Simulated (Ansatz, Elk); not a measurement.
# Mn3BOs: X-ray structure factors from the self-consistent density

Structure refinements treat a crystal as free atoms side by side. For a made-up structure of Mn3BOs (cell and positions from a PBEsol relaxation) the runs below show what the calculated density changes in F(hkl).

Calculated with Elk 11.2.3 (patched build); DFT, PBE, all-electron APW+lo, Dirac cores, scalar-relativistic bands, static density, no spin.

The structure was built from a prototype and need not be the compound's stable phase.

## Step 1: The starting structure

It takes space group Pm-3m (No. 221, cubic). Conventional cell: a = 3.748 Å, b = 3.748 Å, c = 3.748 Å, α = 90.00°, β = 90.00°, γ = 90.00°. Os has 12 Mn at 2.65 Å nearest. Nearest to Mn lie 2 B at 1.87 Å and 8 Mn at 2.65 Å and 4 Os at 2.65 Å. B has 6 Mn at 1.87 Å nearest. Farther neighbours are not listed.

## Step 2: Ground state and structure factors

An all-electron density is needed, since X-rays see the cores too. Task 0 finds the density and task 195 Fourier-transforms it; tshift is off so that phases refer to the origin typed.

The input, elk.in:

```
tasks
  0
  195

xctype
  20

spinpol
  .false.

rgkmax
  7.0

gmaxvr
  14.0

lmaxo
  7

lmaxapw
  8

swidth
  0.002

tshift
  .false.

ramdisk
  .false.

hmaxvr
  5.5

maxscl
  120

epspot
  1e-06

sppath
  './'

avec
  7.08358593279 -0.00000000000 -0.00000000000
  -0.00000000000 7.08358593279 0.00000000000
  -0.00000000000 0.00000000000 7.08358593279

atoms
  3
  'Os.in'
  1
  -0.0000000000 0.0000000000 0.0000000000   0.000000 0.000000 0.000000
  'Mn.in'
  3
  0.5000000000 0.5000000000 0.0000000000   0.000000 0.000000 0.000000
  0.5000000000 0.0000000000 0.5000000000   0.000000 0.000000 0.000000
  0.0000000000 0.5000000000 0.5000000000   0.000000 0.000000 0.000000
  'B.in'
  1
  0.5000000000 0.5000000000 0.5000000000   0.000000 0.000000 0.000000

ngridk
  6 6 6
```

On the command line:

```sh
$ OMP_NUM_THREADS=4 elk
```

Numbers of over 12 decimals in the logs are rounded to 6 here.

What it wrote:

```text
┌─────────────────────────┐
│ Elk code version 11.2.3 │
└─────────────────────────┘

All units are atomic (Hartree, Bohr, etc.)

┌─────────────────────────────────────────────────┐
│ Ground-state run starting from atomic densities │
└─────────────────────────────────────────────────┘

Lattice vectors :
   7.083585933      -0.000000000      -0.000000000
  -0.000000000       7.083585933       0.000000000
  -0.000000000       0.000000000       7.083585933

Reciprocal lattice vectors :
  0.8870062941       0.000000000       0.000000000
   0.000000000      0.8870062941       0.000000000
   0.000000000       0.000000000      0.8870062941

Unit cell volume      :    355.4344349
Brillouin zone volume :   0.6978789591

Muffin-tin inner radius fraction :   0.1000000000E-01

Nuclei treated as point charges

Species : 1 (Os)
 parameters loaded from : Os.in
 name : osmium
 nuclear charge    :   -76.00000000
 electronic charge :    76.00000000
 atomic mass :    346768.0767
 muffin-tin radius :    2.800000000
 number of radial points in muffin-tin :   1393
 inner part over the whole radius :   0.9983340151E-02
 number on inner part of muffin-tin    :   1000
 approximate nuclear radius :   0.1019601503E-03
 number of mesh points to nuclear radius :    521
 atomic positions (lattice), magnetic fields (Cartesian) :
  1 :   0.00000000  0.00000000  0.00000000    0.00000000  0.00000000  0.00000000

Species : 2 (Mn)
 parameters loaded from : Mn.in
 name : manganese
 nuclear charge    :   -25.00000000
 electronic charge :    25.00000000
 atomic mass :    100145.9370
 muffin-tin radius :    1.995310267
 number of radial points in muffin-tin :    993
 inner part over the whole radius :   0.9877932314E-02
 number on inner part of muffin-tin    :    696
 approximate nuclear radius :   0.7074591925E-04
 number of mesh points to nuclear radius :    334
 atomic positions (lattice), magnetic fields (Cartesian) :
  1 :   0.50000000  0.50000000  0.00000000    0.00000000  0.00000000  0.00000000
  2 :   0.50000000  0.00000000  0.50000000    0.00000000  0.00000000  0.00000000
  3 :   0.00000000  0.50000000  0.50000000    0.00000000  0.00000000  0.00000000

Species : 3 (B)
 parameters loaded from : B.in
 name : boron
 nuclear charge    :   -5.000000000
 electronic charge :    5.000000000
 atomic mass :    19707.24742
 muffin-tin radius :    1.496482700
 number of radial points in muffin-tin :    593
 inner part over the whole radius :   0.9819097896E-02
 number on inner part of muffin-tin    :    402
 approximate nuclear radius :   0.4534157419E-04
 number of mesh points to nuclear radius :    163
 atomic positions (lattice), magnetic fields (Cartesian) :
  1 :   0.50000000  0.50000000  0.50000000    0.00000000  0.00000000  0.00000000

Total number of atoms per unit cell :    5
Total muffin-tin volume :    205.8157000
 ratio of muffin-tin to unit cell volume :   0.5790539120

Spin treatment :
 spin-unpolarised

Number of Bravais lattice symmetries :   48
Number of crystal symmetries         :   48
Crystal has inversion symmetry
Real symmetric eigensolver will be used

k-point grid :      6     6     6
k-point offset :    0.000000000       0.000000000       0.000000000
k-point set is reduced with full crystal symmetry group
Total number of k-points :       20

Muffin-tin radius times maximum |G+k| :    7.000000000
 using average radius
Maximum |G+k| for APW functions       :    3.403870113
Maximum (1/2)|G+k|²                   :    5.793165873
Maximum |G| for potential and density :    14.00000000
Constant for pseudocharge density :   10
 order of it for each species :   17  17  17
 order of it for pair densities of each species (exact exchange by exxq0 0: 18) :   17   9   4
Radial integration step length :    1

G-vector grid sizes :     32    32    32
Number of G-vectors :    16519

Maximum angular momentum used for
 APW functions            :    8
 outer part of muffin-tin :    7
 inner part of muffin-tin :    2

Total nuclear charge    :   -156.0000000
[...]
correlation                 :     -8.331598
 electron entropic           :    -0.75334045097013E-03
 total energy                :     -20784.513913077

Density of states at Fermi energy :    51.29234232
 (states/Hartree/unit cell)

Estimated indirect band gap :   0.3959724162E-02
 from k-point 11 to k-point 6
Estimated direct band gap   :   0.1255910909E-01
 at k-point 4

Charges :
 core                        :    78.00000000
 valence                     :    78.00000000
 interstitial                :    8.406345435
 muffin-tins (core leakage)
  species : 1 (Os)
   atom 1                    :    73.39048549     ( -0.2979891320E-06)
  species : 2 (Mn)
[...]
species : 3 (B)
[...]
total in muffin-tins        :    147.5936546
 total calculated charge     :    155.9984183
 total charge                :    156.0000000
 error                       :   0.1581681851E-02

RMS change in Kohn-Sham potential (target) :    1.665861312     (  0.1000000000E-05)
Absolute change in total energy (target)   :   0.8075204261     (  0.1000000000E-03)

[... loops 3 to 20 left out ...]

┌──────────────────┐
│ Loop number : 21 │
└──────────────────┘

Energies :
 Fermi                       :     0.457467
 sum of occupied eigenvalues :     -12613.872365239
 electron kinetic            :      23163.253456998
 core electron kinetic       :      22053.039940760
 Coulomb                     :     -43443.778561346
 Coulomb potential           :     -35121.773489067
 nuclear-nuclear             :     -2208.3247793425
 electron-nuclear            :     -47406.941505045
 Hartree                     :      6171.4877230418
 Madelung                    :     -25882.891816812
 xc potential                :     -655.35233316953
 exchange                    :     -493.86792884976
 correlation                 :     -8.338771
 electron entropic           :    -0.18992540653935E-02
 total energy                :     -20782.733703589

Density of states at Fermi energy :    154.6828807
 (states/Hartree/unit cell)

Estimated indirect band gap :   0.9549390582E-03
 from k-point 7 to k-point 12
Estimated direct band gap   :   0.1175537915E-02
 at k-point 12

Charges :
 core                        :    78.00000000
 valence                     :    78.00000000
 interstitial                :    7.606091369
 muffin-tins (core leakage)
  species : 1 (Os)
[...]
species : 2 (Mn)
[...]
species : 3 (B)
[...]
total in muffin-tins        :    148.3939086
 total calculated charge     :    155.9985927
 total charge                :    156.0000000
 error                       :   0.1407329401E-02

RMS change in Kohn-Sham potential (target) :   0.8114160431E-06 (  0.1000000000E-05)
Absolute change in total energy (target)   :   0.7008660396E-04 (  0.1000000000E-03)

Convergence targets achieved

┌──────────────────┐
│ Loop number : 22 │
└──────────────────┘

Energies :
 Fermi                       :     0.457467
 sum of occupied eigenvalues :     -12613.872360710
 electron kinetic            :      23163.253456544
 core electron kinetic       :      22053.039941614
 Coulomb                     :     -43443.778560566
 Coulomb potential           :     -35121.773456177
 nuclear-nuclear             :     -2208.3247793425
 electron-nuclear            :     -47406.941537000
 Hartree                     :      6171.4877557764
 Madelung                    :     -25882.891832477
 xc potential                :     -655.35236107693
 exchange                    :     -493.86792810875
 correlation                 :     -8.338771
 electron entropic           :    -0.18992549987631E-02
 total energy                :     -20782.733702529

Density of states at Fermi energy :    154.6829277
 (states/Hartree/unit cell)

Estimated indirect band gap :   0.9549420710E-03
 from k-point 7 to k-point 12
Estimated direct band gap   :   0.1175567917E-02
 at k-point 12

Charges :
 core                        :    78.00000000
 valence                     :    78.00000000
 interstitial                :    7.606091375
 muffin-tins (core leakage)
  species : 1 (Os)
[...]
species : 2 (Mn)
[...]
atom 2                    :    23.09146177     ( -0.2134054284E-06)
   atom 3                    :    23.09146177     ( -0.2134054284E-06)
  species : 3 (B)
   atom 1                    :    3.582508644     (  0.5868302808E-03)
 total in muffin-tins        :    148.3939086
 total calculated charge     :    155.9985927
 total charge                :    156.0000000
 error                       :   0.1407329338E-02

┌──────────────────────────────┐
│ Self-consistent loop stopped │
└──────────────────────────────┘

Warning : core states of species 3 leak from the muffin-tin :   0.5868302808E-03

Wrote STATE.OUT
```

It took 28 s on 4 threads of Arm Neoverse V2, shared host; peak memory 0.22 GiB; 85 s of CPU time.

SFACRHO.OUT:

```text

h k l indices transformed by vhmat matrix:
   1.000000000       0.000000000       0.000000000    
   0.000000000       1.000000000       0.000000000    
   0.000000000       0.000000000       1.000000000    

      h      k      l  multipl.   |H|            Re(F)            Im(F)           |F|

      0      0      0      1   0.0000000       156.00000      0.35643521E-18   156.00000    
     -1      0      0      6  0.88700629       43.989687     -0.51206958E-14   43.989687    
      1     -1      0     12   1.2544163       48.727470     -0.24894118E-14   48.727470    
     -1     -1     -1      8   1.5363400       112.57595      0.12217364E-13   112.57595    
      0      0     -2      6   1.7740126       111.32433      0.85454987E-14   111.32433    
     -1     -2      0     24   1.9834064       39.263033     -0.45801169E-14   39.263033    
      1     -2      1     24   2.1727128       42.105054     -0.74724924E-14   42.105054    
      0      2     -2     12   2.5088327       94.336922      0.37764725E-14   94.336922    
      0     -3      0      6   2.6610189       35.944752     -0.10212934E-13   35.944752    
     -1      2     -2     24   2.6610189       36.000947     -0.91232480E-15   36.000947    
      3      1      0     24   2.8049602       38.470359     -0.87606634E-15   38.470359    
      1     -3      1     24   2.9418671       82.652765      0.27400823E-14   82.652765    
     -2      2      2      8   3.0726799       83.408677     -0.60706942E-14   83.408677    
     -3      2      0     24   3.1981467       33.269009     -0.14105279E-13   33.269009    
     -3      1      2     48   3.3188737       35.703167      0.97135938E-14   35.703167    
      0     -4      0      6   3.5480252       75.779317      0.10847574E-13   75.779317    
      2     -2     -3     24   3.6572206       31.119502     -0.14723521E-13   31.119502    
      4     -1      0     24   3.6572206       31.067187     -0.19072577E-14   31.067187
```

Elk indexes on the primitive cell of elk.in and gives |H| = 4π sin θ/λ in inverse bohr. Below, one row stands for each form hkl of the conventional cell (m members, Friedel mates merged), F is for one primitive cell and the density is static (no thermal factor). Free-atom factors are Waasmaier and Kirfel's, and R is Σm||F|−|F'||/Σm|F|.

```csv
hkl,m,sin θ/λ (Å⁻¹),"abs F, DFT",neutral atoms,diff.
100,6,0.133,43.990,44.460,-0.471
110,12,0.189,48.727,48.515,+0.212
111,8,0.231,112.576,113.466,-0.890
200,6,0.267,111.324,112.007,-0.683
210,24,0.298,39.263,39.330,-0.067
211,24,0.327,42.105,42.114,-0.009
220,12,0.377,94.337,94.555,-0.218
300,6,0.400,35.945,35.877,+0.067
221,24,0.400,36.001,35.877,+0.123
310,24,0.422,38.470,38.438,+0.033
311,24,0.442,82.653,82.604,+0.049
222,8,0.462,83.409,83.418,-0.009
320,24,0.481,33.269,33.253,+0.016
321,48,0.499,35.703,35.748,-0.045
400,6,0.534,75.779,75.585,+0.194
322,24,0.550,31.119,31.158,-0.039
410,24,0.550,31.067,31.158,-0.091
411,24,0.566,33.534,33.580,-0.045
330,12,0.566,33.612,33.580,+0.033
331,24,0.581,68.251,68.220,+0.030
420,24,0.597,69.816,69.757,+0.060
421,48,0.611,29.333,29.383,-0.050
```

## Step 3: The highest occupied states alone

An energy window below the Fermi level keeps the highest occupied states, to see at which angles they scatter; shallow core shells can lie inside it and anion s states outside. No new self-consistency is needed.

Changes to elk.in since step 2:

```diff
@@ -1,3 +1,2 @@
 tasks
-  0
   195
@@ -40,2 +39,5 @@
 
+wsfac
+  0.016480 0.757470
+
 sppath
```

On the command line:

```sh
$ OMP_NUM_THREADS=4 elk
```

What it wrote:

```text
┌─────────────────────────────────┐
│ Elk code version 11.2.3 started │
└─────────────────────────────────┘

Info(readinput): the functional depends on the density's gradient
 muffin-tin radial points multiplied by    2.00000
 (not where nrmtscf is given)

┌────────────────────┐
│ Current task : 195 │
└────────────────────┘
Info(checkmt): changed muffin-tin radius of species 2 (Mn) from   2.4000 to   1.9953
Info(checkmt): changed muffin-tin radius of species 3 (B) from   1.8000 to   1.4965

Info(sfacrho): density structure factors written to SFACRHO.OUT

 Energy window :   0.1648000000E-01  0.7574700000

┌──────────────────┐
│ Elk code stopped │
└──────────────────┘
```

Wall time 6.1 s (4 threads); peak memory 0.17 GiB.

States within 12 eV below the Fermi level hold 32.00 electrons; any levels below the window count with the cores. Their amplitudes can exceed the total, where window and core parts have opposite phase:

```csv
hkl,sin θ/λ (Å⁻¹),"abs F, window","abs F, all"
100,0.133,2.272,43.990
110,0.189,0.140,48.727
111,0.231,8.122,112.576
200,0.267,7.305,111.324
210,0.298,1.611,39.263
211,0.327,1.256,42.105
220,0.377,3.629,94.337
300,0.400,1.051,35.945
221,0.400,1.010,36.001
310,0.422,1.053,38.470
```

## Step 4: Another functional

The difference from free atoms is small, so it is set against the change that PBEsol makes.

Changes to elk.in since step 3:

```diff
@@ -1,2 +1,3 @@
 tasks
+  0
   195
@@ -4,3 +5,3 @@
 xctype
-  20
+  22
 
@@ -39,5 +40,2 @@
 
-wsfac
-  0.016480 0.757470
-
 sppath
```

On the command line:

```sh
$ OMP_NUM_THREADS=4 elk
```

What it wrote:

```text
┌─────────────────────────┐
│ Elk code version 11.2.3 │
└─────────────────────────┘

All units are atomic (Hartree, Bohr, etc.)

┌─────────────────────────────────────────────────┐
│ Ground-state run starting from atomic densities │
└─────────────────────────────────────────────────┘

Lattice vectors :
   7.083585933      -0.000000000      -0.000000000
  -0.000000000       7.083585933       0.000000000
  -0.000000000       0.000000000       7.083585933

Reciprocal lattice vectors :
  0.8870062941       0.000000000       0.000000000
[...]
species : 1 (Os)
[...]
species : 2 (Mn)
[...]
atom 3                    :    23.09037749     ( -0.2133944186E-06)
  species : 3 (B)
   atom 1                    :    3.574933593     (  0.6072869029E-03)
 total in muffin-tins        :    148.3872366
 total calculated charge     :    155.9985649
 total charge                :    156.0000000
 error                       :   0.1435087183E-02

┌──────────────────────────────┐
│ Self-consistent loop stopped │
└──────────────────────────────┘

Warning : core states of species 3 leak from the muffin-tin :   0.6072869029E-03

Wrote STATE.OUT
[key lines of the parts left out:]
total energy                :     -20774.375564958
```

Wall time 30 s (4 threads); peak memory 0.2 GiB; 94 s of CPU time.

Against the first run R = 0.01 %; the largest change is -0.035 at 200.

## Step 5: A coarser k-mesh

About half the k-points along each axis test the sampling.

Changes to elk.in since step 4:

```diff
@@ -5,3 +5,3 @@
 xctype
-  22
+  20
 
@@ -63,2 +63,2 @@
 ngridk
-  6 6 6
+  3 3 3
```

On the command line:

```sh
$ OMP_NUM_THREADS=4 elk
```

What it wrote:

```text
┌─────────────────────────┐
│ Elk code version 11.2.3 │
└─────────────────────────┘

All units are atomic (Hartree, Bohr, etc.)

┌─────────────────────────────────────────────────┐
│ Ground-state run starting from atomic densities │
└─────────────────────────────────────────────────┘

Lattice vectors :
   7.083585933      -0.000000000      -0.000000000
  -0.000000000       7.083585933       0.000000000
  -0.000000000       0.000000000       7.083585933

Reciprocal lattice vectors :
  0.8870062941       0.000000000       0.000000000
[...]
species : 1 (Os)
[...]
species : 2 (Mn)
[...]
atom 3                    :    23.09254699     ( -0.2134045403E-06)
  species : 3 (B)
   atom 1                    :    3.582961807     (  0.5868006740E-03)
 total in muffin-tins        :    148.3985325
 total calculated charge     :    155.9984885
 total charge                :    156.0000000
 error                       :   0.1511514032E-02

┌──────────────────────────────┐
│ Self-consistent loop stopped │
└──────────────────────────────┘

Warning : core states of species 3 leak from the muffin-tin :   0.5868006740E-03

Wrote STATE.OUT
[key lines of the parts left out:]
total energy                :     -20782.731388880
```

Run time: 14 s. Hardware: 4 threads; peak memory 0.2 GiB.

Against the first run R = 0.04 %; the largest change is +0.098 at 400.

## Step 6: Settings against the effect

```csv
run,R against the first run (%),"R against neutral atoms, low angle (%)",wall time
"PBE, rgkmax 7",0.00,0.54,28 s
PBEsol,0.01,0.54,30 s
k-mesh 3×3×3,0.04,0.53,14 s
```

## Step 7: Outcome

```json
{
 "R against neutral atoms, sin θ/λ < 0.3 Å⁻¹": "0.54 %",
 "R against neutral atoms, 0.3 to 0.82 Å⁻¹": "0.21 %"
}
```

Independent neutral atoms miss the calculated amplitudes by R = 0.54 % below 0.3 Å⁻¹ and 0.21 % from there to 0.82 Å⁻¹; by shells, 1.07 % below 0.15 Å⁻¹ (1 form), 0.50 % 0.15 to 0.3 (4 forms), 0.13 % 0.3 to 0.45 (6 forms), 0.22 % above 0.45 (33 forms). Bonding, aspherical density and the tables' own atoms all enter these figures, and the runs don't part them. The largest change of an amplitude is -0.89 electrons, at 111. The window's part falls from 32.0 electrons at the origin to at most 2.10 between 0.45 and 0.82 Å⁻¹, where compact states inside the window still scatter. Below 0.3 Å⁻¹ the changes that finished (PBEsol and k-mesh 3×3×3) move F by R = 0.02 % at most, against the 0.54 % that separates it from free atoms. The basis has no finished test. These runs have no spin, though d or f shells may be open. Spin-orbit coupling is left out, which can matter for elements this heavy. Part of the difference isn't bonding: the tables are fits to free atoms and ions calculated by other methods than this functional. Thermal motion, anomalous dispersion and extinction are left out.

[Logs are printed without paths, hosts, clocks, repeated set-up lines and the standing remarks that a program may print on its own settings, such as how far it seeks lower states.]

[Hosts, paths, dates, database ids (printed as entryN), source tags and the programs' standing remarks are cut or masked in the printed files.]
